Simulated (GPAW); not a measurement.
Sr2Ti2O5 (Cmmm), O K edge of atom 5, with 2 Ti at 1.95 Å (linear, site symmetry mmm). Method: GPAW, LDA + U (Ti 3 eV), excited-electron core hole (neutral cell), 18-atom cell with 6.8 Å between holes, 4×4×4 k points, dipole transitions, Gaussian full width 0.9 eV up to 4 eV, rising linearly to 3.5 eV at 25 eV.

```xyz
9
Lattice="3.9077 -3.9753 0.0000 3.9077 3.9753 0.0000 0.0000 0.0000 3.9400" Properties=species:S:1:pos:R:3 pbc="T T T"
Sr    3.9077    2.0155    0.0000
Sr    3.9077   -2.0155    0.0000
Ti    1.9507    0.0000    1.9700
Ti    5.8647    0.0000    1.9700
O     0.0000    0.0000    1.9700
O     2.1477    0.0000    0.0000
O     5.6677    0.0000    0.0000
O     1.9539   -1.9877    1.9700
O     1.9539    1.9877    1.9700
```

Energy from the lowest empty level; a common scale on which the isotropic spectrum has a mean of 1 over the first 20 eV.

| E (eV) | curve 1 | curve 2 | curve 3 |
| --- | --- | --- | --- |
| -2.00 | 0.00 | 0.00 | 0.00 |
| -1.25 | 0.00 | 0.00 | 0.00 |
| -0.50 | 0.03 | 0.19 | 0.03 |
| 0.25 | 0.26 | 1.08 | 1.29 |
| 1.00 | 0.49 | 1.01 | 2.81 |
| 1.75 | 2.85 | 0.89 | 0.64 |
| 2.50 | 2.51 | 0.91 | 1.03 |
| 3.25 | 1.21 | 1.46 | 1.66 |
| 4.00 | 1.45 | 1.50 | 1.90 |
| 4.75 | 1.14 | 1.76 | 1.81 |
| 5.50 | 1.01 | 1.19 | 0.82 |
| 6.25 | 0.66 | 0.75 | 0.49 |
| 7.00 | 0.20 | 0.98 | 0.69 |
| 7.75 | 0.14 | 1.16 | 1.04 |
| 8.50 | 0.25 | 0.98 | 1.03 |
| 9.25 | 0.65 | 0.84 | 0.90 |
| 10.00 | 1.65 | 0.92 | 0.83 |
| 10.75 | 2.98 | 1.08 | 0.83 |
| 11.50 | 3.27 | 1.03 | 0.81 |
| 12.25 | 2.21 | 0.74 | 0.68 |
| 13.00 | 1.16 | 0.44 | 0.45 |
| 13.75 | 0.67 | 0.26 | 0.26 |
| 14.50 | 0.47 | 0.25 | 0.24 |
| 15.25 | 0.39 | 0.41 | 0.36 |
| 16.00 | 0.41 | 0.70 | 0.55 |
| 16.75 | 0.45 | 0.98 | 0.81 |
| 17.50 | 0.45 | 1.12 | 1.09 |
| 18.25 | 0.42 | 1.16 | 1.30 |
| 19.00 | 0.39 | 1.13 | 1.30 |
| 19.75 | 0.36 | 1.03 | 1.11 |
| 20.50 | 0.35 | 0.88 | 0.89 |
| 21.25 | 0.35 | 0.76 | 0.73 |
| 22.00 | 0.34 | 0.68 | 0.64 |
| 22.75 | 0.34 | 0.63 | 0.62 |
| 23.50 | 0.34 | 0.60 | 0.63 |
| 24.25 | 0.37 | 0.59 | 0.66 |
| 25.00 | 0.44 | 0.60 | 0.69 |
| 25.75 | 0.54 | 0.62 | 0.72 |
| 26.50 | 0.66 | 0.64 | 0.75 |
| 27.25 | 0.76 | 0.66 | 0.79 |
| 28.00 | 0.82 | 0.68 | 0.84 |
| 28.75 | 0.84 | 0.70 | 0.91 |
| 29.50 | 0.84 | 0.74 | 1.00 |
| 30.25 | 0.85 | 0.81 | 1.07 |
| 31.00 | 0.90 | 0.91 | 1.09 |

Q: The curves are for the electric vector along different Cartesian axes of the cell as given, averaged over the symmetry-equivalent atoms. Which is which?

Curve 1: along x, main maxima 2.1 eV (3.44), 4.0 eV (1.45) and 11.3 eV (3.36). Curve 2: along y, main maxima 0.4 eV (1.12), 3.6 eV (1.60), 4.9 eV (1.79) and 7.6 eV (1.16). Curve 3: along z, main maxima 0.8 eV (3.14), 4.4 eV (2.06) and 18.6 eV (1.33). A K edge sees empty p states; the first features are O p mixed into the empty d states of the Ti neighbours, and the broad ones above probably into the cations' higher empty bands. Each direction probes the empty orbitals that point along it. The unit cell's mesh shows no gap over 0.35 eV. That is right for a metallic compound; for a small-gap or correlated insulator it would be the fault of the functional or of the assumed magnetic order, and the hole would be screened too well. The crystal has 3 inequivalent O sites and not all are shown here, while a measurement adds them all.

[Banner, clock and machine lines of the logs are left out without a mark of their own.]

[Logs are printed without paths, hosts, clocks, repeated set-up lines and the standing remarks that a program may print on its own settings, such as how far it seeks lower states.]

[Hosts, paths, dates, database ids (printed as entryN), source tags and the programs' standing remarks are cut or masked in the printed files.]

[Lists of maxima count a maximum above −3 eV only where it reaches 4 % of the highest in the window and stands out from its surroundings by 2 % of it (1.5 % where it reaches 55 %); shoulders and weaker maxima are passed over, and of the rest the first, up to two pre-edge ones and the few strongest are named.]
